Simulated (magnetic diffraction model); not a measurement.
# Magnetic neutron pattern of LaDy2S4

Space group I-42d (no. 122), a = 8.4400 Å, c = 8.3550 Å.

```
site  atom       x       y       z
  8d    Dy  0.6235     1/4     1/8
  4a    La       0     1/2     1/4
 16e     S  0.1725  0.4256  0.5523
```

This is a made-up structure (elements placed in a structure type, unrelaxed), so the numbers test the method and describe no known phase.

Only Dy is taken to order (form factors of Dy3+); orders and moment sizes are assumed, and not adapted to the symmetry. Radiation: neutrons of λ = 4.2 Å (absorption by Dy left out), 3° to 80°; isotropic B of 0.13 Å² (Dy), 0.13 Å² (La) and 0.14 Å² (S). The intensities are simulated: I ∝ L Σ (|F_N|² + |F_M⊥|²) for unpolarised neutrons, with F_M = 2.695 fm/μB × Σ f(s) S exp(2πi Q·r) exp(−B s²) at Q = H ± k (one set where k and −k are equivalent), only the part normal to Q counting and L = 1/(sin²θ cos θ). For a modulated order the moment at position r is S exp(−2πi k·r) + c.c., with S = m/2 for a sine wave of amplitude m and S = m(u + iv)/2 for moments turning in a plane, u and v being orthogonal unit vectors in it; the phase factor of the sum at Q = H + k is then exp(2πi H·r). Form factors are spin-only for 3d ions and dipole or tabulated for f ions, scattering lengths are Sears's of 1992, and absorption is left out. A label names one of the reflections at its angle. The strongest nuclear line in the range is 100, and lines under 0.2 are left out.

Assume the order k = (0 1/6 0), moments turning in the plane of [100] and [001], 6.54 μB on Dy; signs + at (0.6235, 1/4, 1/8), − at (0.8765, 1/4, 5/8), + at (1/4, 0.1235, 3/8), + at (1/4, 0.3765, 7/8).

Predict the pattern, nuclear and magnetic parts apart.

| 2θ (°) | index | nuclear | magnetic |
| --- | --- | --- | --- |
| 4.75 | (0 1/6 0) | 0.0 | 825.7 |
| 37.80 | (1 5/6 0) | 0.0 | 19.1 |
| 38.03 | (0 5/6 1) | 0.0 | 28.4 |
| 41.42 | (1 0 1) | 12.7 | 0.0 |
| 41.72 | (1 1/6 1) | 0.0 | 11.2 |
| 44.96 | (1 7/6 0) | 0.0 | 15.3 |
| 45.16 | (0 7/6 1) | 0.0 | 22.9 |
| 59.69 | (2 0 0) | 5.7 | 0.0 |
| 59.91 | (2 1/6 0) | 0.0 | 11.6 |
| 60.58 | (0 1/6 2) | 0.0 | 5.7 |
| 70.51 | (1 11/6 1) | 0.0 | 21.2 |
| 73.00 | (2 5/6 1) | 0.0 | 4.8 |
| 73.45 | (1 5/6 2) | 0.0 | 9.2 |
| 75.25 | (2 1 1) | 100.0 | 0.0 |
| 75.70 | (1 1 2) | 55.9 | 0.0 |
| 77.89 | (2 7/6 1) | 0.0 | 4.7 |
| 78.33 | (1 7/6 2) | 0.0 | 9.0 |

The strongest magnetic line in the range is (0 1/6 0) at 4.75° (825.7). On top of the Lorentz factor, which all lines share, magnetic lines fade with angle because f falls: for Dy3+ it is 0.96, 0.84, 0.69 and 0.41 at sin θ/λ = 0.1, 0.2, 0.3 and 0.5 Å⁻¹, while nuclear lengths stay constant. The order has no net moment.

[Logs are printed without paths, hosts, clocks, repeated set-up lines and the standing remarks that a program may print on its own settings, such as how far it seeks lower states.]
